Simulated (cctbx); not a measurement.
# Diagnosing a refinement

Cell a = 4.2030 Å, b = 15.4800 Å, c = 6.6670 Å, α = 90.00°, β = 90.00°, γ = 90.00°; space group Cmcm (no. 63).

Simulated single-crystal data (cctbx): Mo Kα, λ = 0.71073 Å, to d = 0.65 Å, 95 % of the full sphere, strongest reflection 40000 counts, noise from counting, a 6 % proportional error and a noise floor of 4 counts (s.d.); no absorption.

An anisotropic refinement with weights 1/σ² prints:

```text
Rint 0.047, 496 unique reflections to 0.65 A
cycle     R1     wR2    GooF  max shift (A)
   1  0.1749  0.4414  13.484   0.00507
   2  0.0836  0.2320   7.086   0.00011
final R1 0.0834 wR2 0.2319 GooF 7.086  parameters 22  data/parameter 22.5
atom        x        y        z      Ueq    occ   su(xyz)  su(Uiso or U11)
Sm1    0.00000  0.88348  0.75000   0.0006  1.000  0.00007  0.0007
Mn1    0.00000  0.68447  0.94776  -0.0053  1.000  0.00033  0.0009  NPD
Ga1    0.50000  0.57620  0.75000   0.0030  1.000  0.00019  0.0012
Ga2    0.50000  0.00000  0.00000   0.0046  1.000  0.00000  0.0013
Ga3    0.50000  0.72319  0.75000   0.0113  1.000  0.00025  0.0015
difference map: max 20.38 min -8.20 rms 1.66
Q1    0.0000  0.3159  0.0539    8   20.80  0.01 A from Mn1
Q2    0.0000  0.1223  0.2500    4   15.57  0.09 A from Sm1
Q3    0.0000  0.0857  0.7500    4    8.86  0.15 A from Ga1
Q4    0.0000  0.5000  0.0000    4    8.29  0.00 A from Ga2
Q5    0.0000  0.2819  0.7500    4    3.15  0.91 A from Ga3
Q6    0.0000  0.1657  0.7500    4    2.45  0.89 A from Ga3
```

**Question.** Can this result stand? If not, what is the likely fault?

Mend it. The fault: elements exchanged: Ga3 is Mn and Mn1 is Ga. Against the right model at the same level, R1 goes from 0.0121 to 0.0834 and GooF from 0.92 to 7.09, U of Mn1 shrinks from 0.0056 to -0.0053 Å², U of Ga3 swells from 0.0028 to 0.0113 Å², the top difference peak, 20.8 e/Å³, lies on Mn1 and Mn1 goes non-positive-definite. Ga3 has 6 electrons too many and its U swells to shed them, as expected; Mn1 has 6 electrons too few and its U shrinks to make up, as expected.

The compound is SmMnGa4. The right model at the same level gives:

```text
Rint 0.047, 496 unique reflections to 0.65 A
cycle     R1     wR2    GooF  max shift (A)
   1  0.0174  0.0539   1.647   0.00037
   2  0.0121  0.0301   0.919   0.00000
final R1 0.0121 wR2 0.0301 GooF 0.919  parameters 22  data/parameter 22.5
atom        x        y        z      Ueq    occ   su(xyz)  su(Uiso or U11)
Sm1    0.00000  0.88340  0.75000   0.0023  1.000  0.00001  0.0001
Ga1    0.00000  0.68449  0.94773   0.0056  1.000  0.00004  0.0001
Ga2    0.50000  0.57649  0.75000   0.0044  1.000  0.00002  0.0002
Ga3    0.50000  0.00000  0.00000   0.0060  1.000  0.00000  0.0002
Mn1    0.50000  0.72352  0.75000   0.0028  1.000  0.00003  0.0002
difference map: max 1.06 min -1.07 rms 0.22
Q1    0.0000  0.2779  0.7500    4    1.08  0.84 A from Mn1
Q2    0.0000  0.0256  0.5504    8    0.89  1.55 A from Ga2
Q3    0.0000  0.1664  0.0414    8    0.85  1.59 A from Sm1
Q4    0.2111  0.3024  0.2500    8    0.82  1.28 A from Mn1
Q5    0.1985  0.0472  0.7500    8    0.80  0.95 A from Ga2
Q6    0.0000  0.4758  0.7500    4    0.75  1.71 A from Ga3
```

Isotropic U is held between 0.0001 and 1 Å² by the program, and listed peak heights are interpolated, so they can pass the grid's maximum.

The model was made for the exercise: a known structure type with other elements put in, its volume estimated, not relaxed; displacement parameters are assumed.

[Middle refinement cycles are left out of these outputs.]

[Logs are printed without paths, hosts, clocks, repeated set-up lines and the standing remarks that a program may print on its own settings, such as how far it seeks lower states.]
